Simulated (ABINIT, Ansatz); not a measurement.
## PNO (P3_2): G0W0 on several meshes in ABINIT

Aim: the GW shift of PNO (P3_2) against the k mesh.

Program: ABINIT 10.8.3. Level of theory: LDA and many-body steps on it, plane waves. Results are calculated unless marked as measured.

### Step 1. The structure

Symmetry: P3_2, No. 145, trigonal system. Conventional cell: a = 4.784 Å, b = 4.784 Å, c = 5.281 Å, α = 90.00°, β = 90.00°, γ = 120.00°. P has 2 N at 1.57 Å and 2 O at 1.60 to 1.62 Å nearest. Nearest to N lie 2 P at 1.57 Å. Nearest to O lie 2 P at 1.60 to 1.62 Å. Farther neighbours and most contacts between anions are not listed.

The cell and positions are those that the Materials Project relaxed with its own functionals (PBE, PBE+U or r2SCAN), kept fixed.

### Step 2. Empty states on the mesh, 3×3×2 mesh, 212 bands

This step: ABINIT 10.8.3; DFT, LDA, plane waves, norm-conserving pseudopotentials.

The sums over transitions need many empty states on a uniform mesh; this step solves for them.

run.abi

```
acell 3*1.0 Angstrom
rprim 
  4.783611555019 -0.000000000004 0.000000000000
  -2.391805777506 4.142729128486 0.000000000000
  0.000000000000 0.000000000000 5.281207000000
ntypat 3
znucl 15 7 8
natom 9
typat 1 1 1 2 2 2 3 3 3
xred 
  0.985906000000 0.461916000000 0.328176000000
  0.538084000000 0.523990000000 0.994842666667
  0.476010000000 0.014094000000 0.661509333333
  0.388331000000 0.260582000000 0.782152000000
  0.872251000000 0.611669000000 0.115485333333
  0.739418000000 0.127749000000 0.448818666667
  0.146478000000 0.720287000000 0.556338000000
  0.279713000000 0.426191000000 0.223004666667
  0.573809000000 0.853522000000 0.889671333333
pp_dirpath "pseudos"
pseudos "P.upf, N.upf, O.upf"
ecut 36
ngkpt 3 3 2
nshiftk 1
shiftk 0 0 0
kptopt 1
chksymbreak 0
iscf -2
irdden 1
istwfk *1
nband 212
nbdbuf 18
tolwfr 1e-09
nstep 60
prtvol 0
indata_prefix "in"
outdata_prefix "out"
tmpdata_prefix "tmp"
```

Run with:

```console
$ OMP_NUM_THREADS=1 mpirun -n 4 abinit run.abi > log
```

Numbers of over 12 decimals in the logs are rounded to 6 here.

Log:

```text
.Version 10.8.3 of ABINIT. v10.8.2 released Aug 2026.

 Symmetries : space group P3_2 (#145); Bravais hP (primitive hexag.)
[... echo of the input left out ...]
== DATASET  1 ==================================================================
-   mpi_nproc: 4, omp_nthreads: 1 (-1 if OMP is not activated)

--- !DatasetInfo
iteration_state: {dtset: 1, }
dimensions: {natom: 9, nkpt: 6, mband: 212, nsppol: 1, nspinor: 1, nspden: 1, mpw: 7302, }
cutoff_energies: {ecut:  36.0, pawecutdg:  -1.0, }
[...]
2.74421    2.77311    2.78103    2.78103    2.78535    2.79586    2.79586    2.83437
   2.83437    2.83506    2.84991    2.86533    2.86533    2.89311    2.89678    2.89679
   2.91616    2.91631    2.94437    2.95521
 prteigrs : prtvol=0 or 1, do not print more k-points.

== END DATASET(S) ==============================================================
================================================================================

 -outvars: echo values of variables after computation  --------
            nband         212
             nkpt           6
          spgroup         145
 [... the other variables as echoed above ...]

 Calculation completed.
```

The job ended after 2.2 min (4 MPI ranks of Intel Xeon Platinum 8559C (Emerald Rapids), shared host; peak memory 0.51 GiB).

This step gave:

| Quantity | Value |
| --- | --- |
| gap | 5.226 eV |
| k of the valence top | 0.3333, 0.3333, 0 |
| k of the conduction bottom | 0, 0, 0 |
| least direct gap | 5.422 eV |
| k points computed | 6 |
| lowest point of the top converged band, above the valence top | 71.4917 eV |

On this mesh the gap is 5.226 eV.

The density comes from a self-consistent run that is not shown.

### Step 3. Screening, 3×3×2 mesh, 93 bands, screening to 114.3 eV

The RPA dielectric matrix is built and inverted for each q.

This step: RPA screening on LDA, plane waves, norm-conserving pseudopotentials.

run.abi, as its differences from that of step 2:

```diff
@@ -27,10 +27,11 @@
 chksymbreak 0
-iscf -2
-irdden 1
 istwfk *1
-nband 212
-nbdbuf 18
-tolwfr 1e-09
-nstep 60
-prtvol 0
+occopt 1
+irdwfk 1
+optdriver 3
+nband 93
+ecuteps 4.2
+inclvkb 2
+awtr 1
+symchi 1
 indata_prefix "in"
```

Log:

```text
.Version 10.8.3 of ABINIT. v10.8.2 released Aug 2026.

 Symmetries : space group P3_2 (#145); Bravais hP (primitive hexag.)
[... echo of the input left out ...]
== DATASET  1 ==================================================================
-   mpi_nproc: 4, omp_nthreads: 1 (-1 if OMP is not activated)

--- !DatasetInfo
iteration_state: {dtset: 1, }
dimensions: {natom: 9, nkpt: 6, mband: 93, nsppol: 1, nspinor: 1, nspden: 1, mpw: 7302, }
cutoff_energies: {ecut:  36.0, pawecutdg:  -1.0, }
electrons: {nelect:   4.80000000E+01, charge:   0.00000000E+00, occopt:   1.00000000E+00, tsmear:   1.00000000E-02, }

 SCREENING: Calculation of the susceptibility and dielectric matrices

 Based on a program developped by R.W. Godby, V. Olevano, G. Onida, and L. Reining.
 Incorporated in ABINIT by V. Olevano, G.-M. Rignanese, and M. Torrent.
.Using double precision arithmetic ; gwpc =  8

[... cell and pseudopotentials left out ...]
--------------------------------------------------------------------------------

 ==== K-mesh for the wavefunctions ====
 Number of points in the irreducible wedge :     6
[... list of points left out ...]
 Together with  3 symmetry operations and time-reversal symmetry
 yields    18 points in the full Brillouin Zone.

 ==== Q-mesh for the screening function ====
 Number of points in the irreducible wedge :     6
[... list of points left out ...]
 Together with  3 symmetry operations and time-reversal symmetry
 yields    18 points in the full Brillouin Zone.

 setmesh: FFT mesh size selected  =    36x   36x   45
          total number of points  =        58320

 vcoul_init : cutoff-mode = AUXILIARY_FUNCTION
 q-points for optical limit:   1
     1)      0.000010    0.000020    0.000030

- screening: taking advantage of time-reversal symmetry
- Maximum band index for partially occupied states nbvw = 24
- Remaining bands to be divided among processors   nbcw = 69
- Number of bands treated by each node ~17

 Number of electrons calculated from density =   48.0000; Expected =   48.0000
 average of density, n =  0.067962
 r_s =    1.5201
 omega_plasma =   25.1472 [eV]

 calculating chi0 at frequencies [eV] :
  1    0.000000E+00    0.000000E+00
  2    0.000000E+00    2.514723E+01

--------------------------------------------------------------------------------
  q-point number  1        q = ( 0.000000, 0.000000, 0.000000) [r.l.u.]
--------------------------------------------------------------------------------
[... chi0 elements left out ...]
 For q-point:  0.000010 0.000020 0.000030
  dielectric constant =   3.3076
  dielectric constant without local fields =   3.6526

  Average fulfillment of the sum rule on Im[epsilon] for q-point    1 :     46.20  [%]
[... wings left out ...]
  q-point number  2        q = ( 0.333333, 0.000000, 0.000000) [r.l.u.]
--------------------------------------------------------------------------------
[... chi0 elements left out ...]
  Average fulfillment of the sum rule on Im[epsilon] for q-point    2 :     55.98  [%]

 [... 4 further q-points ...]
```

Wall time 51 s (4 MPI ranks); peak memory 1.6 GiB; 3.4 min of CPU time.

Numbers from this step:

```yaml
eps_infinity_with_local_fields_on_this_mesh_along_the_program_s_q_direction: 3.308
the_same_without_local_fields: 3.653
plasma_frequency: 25.15 eV
plane_waves_in_the_screening_matrix: 303
```

Local fields lower ε∞ by 9 %. On a Γ-centred mesh this coarse the value itself is usually too large, while a short band sum pulls it down.

### Step 4. 3×3×2

The self-energy is evaluated for the states that the input lists, and the levels follow from it, in one-shot runs by the linearised quasiparticle equation.

This step: G0W0 on LDA, plane waves, norm-conserving pseudopotentials.

run.abi, as its differences from that of step 3:

```diff
@@ -30,8 +30,19 @@
 irdwfk 1
-optdriver 3
+optdriver 4
 nband 93
+gwcalctyp 0
+ecutsigx 36
+symsigma 1
+nkptgw 3
+kptgw 
+  0.3333333333 0.3333333333 0.0000000000
+  0.0000000000 0.0000000000 0.0000000000
+  0.3333333333 0.0000000000 0.0000000000
+bdgw 
+  23 26
+  23 27
+  23 26
 ecuteps 4.2
-inclvkb 2
-awtr 1
-symchi 1
+irdscr 1
+ppmodel 1
 indata_prefix "in"
```

Log:

```text
.Version 10.8.3 of ABINIT. v10.8.2 released Aug 2026.

 Symmetries : space group P3_2 (#145); Bravais hP (primitive hexag.)
[... echo of the input left out ...]
== DATASET  1 ==================================================================
-   mpi_nproc: 4, omp_nthreads: 1 (-1 if OMP is not activated)

--- !DatasetInfo
iteration_state: {dtset: 1, }
dimensions: {natom: 9, nkpt: 6, mband: 93, nsppol: 1, nspinor: 1, nspden: 1, mpw: 7302, }
cutoff_energies: {ecut:  36.0, pawecutdg:  -1.0, }
electrons: {nelect:   4.80000000E+01, charge:   0.00000000E+00, occopt:   1.00000000E+00, tsmear:   1.00000000E-02, }

 SIGMA: Calculation of the GW corrections

 Based on a program developped by R.W. Godby, V. Olevano, G. Onida, and L. Reining.
 Incorporated in ABINIT by V. Olevano, G.-M. Rignanese, and M. Torrent.
.Using double precision arithmetic ; gwpc =  8

[... cell and pseudopotentials left out ...]
--------------------------------------------------------------------------------

 ==== K-mesh for the wavefunctions ====
 Number of points in the irreducible wedge :     6
[... list of points left out ...]
 Together with  3 symmetry operations and time-reversal symmetry
 yields    18 points in the full Brillouin Zone.

 ==== Q-mesh for screening function ====
 Number of points in the irreducible wedge :     6
[... list of points left out ...]
 Together with  3 symmetry operations and time-reversal symmetry
 yields    18 points in the full Brillouin Zone.

 vcoul_init : cutoff-mode = AUXILIARY_FUNCTION
 q-points for optical limit:   1
     1)      0.000010    0.000020    0.000030
 setmesh: FFT mesh size selected  =    45x   45x   54
          total number of points  =       109350

 Number of electrons calculated from density =   48.0000; Expected =   48.0000
 average of density, n =  0.067962
 r_s =    1.5201
 omega_plasma =   25.1472 [eV]

 === KS Band Gaps ===
  >>>> For spin  1
   Minimum direct gap =   5.4221 [eV], located at k-point      :   0.3333  0.0000  0.0000
   Fundamental gap    =   5.2258 [eV], Top of valence bands at :   0.3333  0.3333  0.0000
                                       Bottom of conduction at :   0.0000  0.0000  0.0000
 SIGMA fundamental parameters:
 PLASMON POLE MODEL  1
 number of plane-waves for SigmaX                 7275
 number of plane-waves for SigmaC and W            303
 number of plane-waves for wavefunctions          7275
 number of bands                                    93
 number of independent spin polarizations            1
 number of spinorial components                      1
 number of k-points in IBZ                           6
 number of q-points in IBZ                           6
 number of symmetry operations                       3
 number of k-points in BZ                           18
 number of q-points in BZ                           18
 number of frequencies for dSigma/dE                 9
 frequency step for dSigma/dE [eV]                0.25
 number of omega for Sigma on real axis              0
 max omega for Sigma on real axis  [eV]           0.00
 zcut for avoiding poles [eV]                     0.10

 EPSILON^-1 parameters (SCR file):
 dimension of the eps^-1 matrix on file            303
 dimension of the eps^-1 matrix used               303
 number of plane-waves for wavefunctions          7275
 number of bands                                    93
 number of q-points in IBZ                           6
 number of frequencies                               2
 number of real frequencies                          1
 number of imag frequencies                          1

 matrix elements of self-energy operator (all in [eV])

 Perturbative Calculation

--- !SelfEnergy_ee
iteration_state: {dtset: 1, }
kpoint     : [   0.333,    0.333,    0.000, ]
spin       : 1
KS_gap     :    6.251
QP_gap     :    8.671
Delta_QP_KS:    2.420
data: !SigmaeeData |
     Band     E0 <VxcDFT>   SigX SigC(E0)      Z dSigC/dE  Sig(E)    E-E0       E
       23   2.668 -17.324 -21.628   3.764   0.808  -0.237 -17.760  -0.436   2.232
       24   2.713 -16.940 -21.057   3.598   0.808  -0.237 -17.359  -0.419   2.293
       25   8.964 -14.766  -8.774  -3.577   0.829  -0.207 -12.765   2.001  10.965
       26   9.203 -13.874  -7.996  -3.581   0.830  -0.205 -11.969   1.906  11.108

--- !SelfEnergy_ee
iteration_state: {dtset: 1, }
kpoint     : [   0.000,    0.000,    0.000, ]
spin       : 1
KS_gap     :    5.716
QP_gap     :    8.044
Delta_QP_KS:    2.328
data: !SigmaeeData |
     Band     E0 <VxcDFT>   SigX SigC(E0)      Z dSigC/dE  Sig(E)    E-E0       E
       23   2.223 -16.495 -20.751   3.623   0.809  -0.235 -17.007  -0.513   1.710
       24   2.223 -16.495 -20.751   3.623   0.809  -0.235 -17.007  -0.513   1.710
[...]
--- !SelfEnergy_ee
iteration_state: {dtset: 1, }
kpoint     : [   0.333,    0.000,    0.000, ]
spin       : 1
KS_gap     :    5.422
QP_gap     :    7.737
Delta_QP_KS:    2.315
data: !SigmaeeData |
     Band     E0 <VxcDFT>   SigX SigC(E0)      Z dSigC/dE  Sig(E)    E-E0       E
[...]
24   2.692 -17.080 -21.272   3.659   0.808  -0.237 -17.511  -0.432   2.260
       25   8.114 -14.339  -8.560  -3.514   0.832  -0.202 -12.455   1.883   9.997
       26   8.586 -13.264  -7.556  -3.530   0.836  -0.196 -11.443   1.821  10.407

== END DATASET(S) ==============================================================
================================================================================

 -outvars: echo values of variables after computation  --------
           etotal      0.0000000000E+00
            nband          93
             nkpt           6
          spgroup         145
 [... the other variables as echoed above ...]

 Calculation completed.
```

The job ended after 17 s (4 MPI ranks; peak memory 1.1 GiB).

Numbers from this step:

- G0W0 gap on the points computed: 7.461 eV
- starting gap on the mesh: 5.226 eV
- k of the valence top: 0.3333, 0.3333, 0
- k of the conduction bottom: 0, 0, 0
- Z at the valence top: 0.808
- Z at the conduction bottom: 0.828
- least direct G0W0 gap on the computed points: 7.737 eV

The gap on the mesh goes from 5.23 eV to 7.46 eV, a correction of +2.24 eV.

### Step 5. Empty states on the mesh, 3×3×1 mesh, 101 bands

This step: DFT, LDA, plane waves, norm-conserving pseudopotentials.

run.abi, as its differences from that of step 4:

```diff
@@ -22,3 +22,3 @@
 ecut 36
-ngkpt 3 3 2
+ngkpt 3 3 1
 nshiftk 1
@@ -27,22 +27,10 @@
 chksymbreak 0
+iscf -2
+irdden 1
 istwfk *1
-occopt 1
-irdwfk 1
-optdriver 4
-nband 93
-gwcalctyp 0
-ecutsigx 36
-symsigma 1
-nkptgw 3
-kptgw 
-  0.3333333333 0.3333333333 0.0000000000
-  0.0000000000 0.0000000000 0.0000000000
-  0.3333333333 0.0000000000 0.0000000000
-bdgw 
-  23 26
-  23 27
-  23 26
-ecuteps 4.2
-irdscr 1
-ppmodel 1
+nband 101
+nbdbuf 8
+tolwfr 1e-09
+nstep 60
+prtvol 0
 indata_prefix "in"
```

Log:

```text
.Version 10.8.3 of ABINIT. v10.8.2 released Aug 2026.

 Symmetries : space group P3_2 (#145); Bravais hP (primitive hexag.)
[... echo of the input left out ...]
== DATASET  1 ==================================================================
-   mpi_nproc: 4, omp_nthreads: 1 (-1 if OMP is not activated)
-    --> not optimal distribution: autoparal keyword recommended in input file <--

--- !DatasetInfo
iteration_state: {dtset: 1, }
dimensions: {natom: 9, nkpt: 3, mband: 101, nsppol: 1, nspinor: 1, nspden: 1, mpw: 7302, }
cutoff_energies: {ecut:  36.0, pawecutdg:  -1.0, }
[...]
1.26631    1.30192    1.30192    1.30309    1.35949    1.38156    1.38156    1.42567
   1.42567    1.44585    1.46198    1.46198    1.49595    1.50792    1.50792    1.51721
   1.52534    1.52534    1.54188    1.55475    1.62596
 prteigrs : prtvol=0 or 1, do not print more k-points.

== END DATASET(S) ==============================================================
================================================================================

 -outvars: echo values of variables after computation  --------
            nband         101
             nkpt           3
          spgroup         145
 [... the other variables as echoed above ...]

 Calculation completed.
```

Run time: 24 s. Hardware: 4 MPI ranks; peak memory 0.37 GiB.

Numbers from this step:

```yaml
gap: 5.226 eV
k_of_the_valence_top: 0.3333, 0.3333, 0
k_of_the_conduction_bottom: 0, 0, 0
least_direct_gap: 5.422 eV
k_points_computed: 3
lowest_point_of_the_top_converged_band_above_the_valence_top: 37.83 eV
```

On this mesh the gap is 5.226 eV.

### Step 6. Screening, 3×3×1 mesh, 93 bands, screening to 114.3 eV

This step: RPA screening on LDA, plane waves, norm-conserving pseudopotentials.

run.abi, as its differences from that of step 5:

```diff
@@ -27,10 +27,11 @@
 chksymbreak 0
-iscf -2
-irdden 1
 istwfk *1
-nband 101
-nbdbuf 8
-tolwfr 1e-09
-nstep 60
-prtvol 0
+occopt 1
+irdwfk 1
+optdriver 3
+nband 93
+ecuteps 4.2
+inclvkb 2
+awtr 1
+symchi 1
 indata_prefix "in"
```

Log:

```text
.Version 10.8.3 of ABINIT. v10.8.2 released Aug 2026.

 Symmetries : space group P3_2 (#145); Bravais hP (primitive hexag.)
[... echo of the input left out ...]
== DATASET  1 ==================================================================
-   mpi_nproc: 4, omp_nthreads: 1 (-1 if OMP is not activated)

--- !DatasetInfo
iteration_state: {dtset: 1, }
dimensions: {natom: 9, nkpt: 3, mband: 93, nsppol: 1, nspinor: 1, nspden: 1, mpw: 7302, }
cutoff_energies: {ecut:  36.0, pawecutdg:  -1.0, }
electrons: {nelect:   4.80000000E+01, charge:   0.00000000E+00, occopt:   1.00000000E+00, tsmear:   1.00000000E-02, }

 SCREENING: Calculation of the susceptibility and dielectric matrices

 Based on a program developped by R.W. Godby, V. Olevano, G. Onida, and L. Reining.
 Incorporated in ABINIT by V. Olevano, G.-M. Rignanese, and M. Torrent.
.Using double precision arithmetic ; gwpc =  8

[... cell and pseudopotentials left out ...]
--------------------------------------------------------------------------------

 ==== K-mesh for the wavefunctions ====
 Number of points in the irreducible wedge :     3
[... list of points left out ...]
 Together with  3 symmetry operations and time-reversal symmetry
 yields     9 points in the full Brillouin Zone.

 ==== Q-mesh for the screening function ====
 Number of points in the irreducible wedge :     3
[... list of points left out ...]
 Together with  3 symmetry operations and time-reversal symmetry
 yields     9 points in the full Brillouin Zone.

 setmesh: FFT mesh size selected  =    36x   36x   45
          total number of points  =        58320

 vcoul_init : cutoff-mode = AUXILIARY_FUNCTION
 q-points for optical limit:   1
     1)      0.000010    0.000020    0.000030

- screening: taking advantage of time-reversal symmetry
- Maximum band index for partially occupied states nbvw = 24
- Remaining bands to be divided among processors   nbcw = 69
- Number of bands treated by each node ~17

 Number of electrons calculated from density =   48.0000; Expected =   48.0000
 average of density, n =  0.067962
 r_s =    1.5201
 omega_plasma =   25.1472 [eV]

 calculating chi0 at frequencies [eV] :
  1    0.000000E+00    0.000000E+00
  2    0.000000E+00    2.514723E+01

--------------------------------------------------------------------------------
  q-point number  1        q = ( 0.000000, 0.000000, 0.000000) [r.l.u.]
--------------------------------------------------------------------------------
[... chi0 elements left out ...]
 For q-point:  0.000010 0.000020 0.000030
  dielectric constant =   3.3187
  dielectric constant without local fields =   3.6544

  Average fulfillment of the sum rule on Im[epsilon] for q-point    1 :     46.12  [%]
[... wings left out ...]
  q-point number  2        q = ( 0.333333, 0.000000, 0.000000) [r.l.u.]
--------------------------------------------------------------------------------
[... chi0 elements left out ...]
  Average fulfillment of the sum rule on Im[epsilon] for q-point    2 :     55.96  [%]

 [... 1 further q-points ...]
```

It took 17 s on 4 MPI ranks; peak memory 1.1 GiB; 67 s of CPU time.

This step gave:

```
ε∞ with local fields, on this mesh, along the program's q direction : 3.319
the same without local fields                                       : 3.654
plasma frequency                                                    : 25.15 eV
plane waves in the screening matrix                                 : 303
```

(Continued in part 2 of 2.)

[Paths, hosts, dates, memory and timing lines, banners, echoed tables and standing remarks are left out of the program output.]

[Logs are printed without paths, hosts, clocks, repeated set-up lines and the standing remarks that a program may print on its own settings, such as how far it seeks lower states.]

[Runs of the session that timed out or met a known fault of the program may be left out.]

[No measured gap is set beside runs whose start may be inverted or whose files or cutoffs have a known fault.]

[Hosts, paths, dates, database ids (printed as entryN), source tags and the programs' standing remarks are cut or masked in the printed files.]

[G0W0 gaps are taken among the corrected bands and points alone; a level outside them can change the order at an edge.]

[Where Ansatz stands beside ABINIT at settings called matched, ABINIT's density can come from a denser mesh and the files from another edition; pairs whose starting gaps differed by over 0.03 eV were left out, so agreement reads better than it is.]
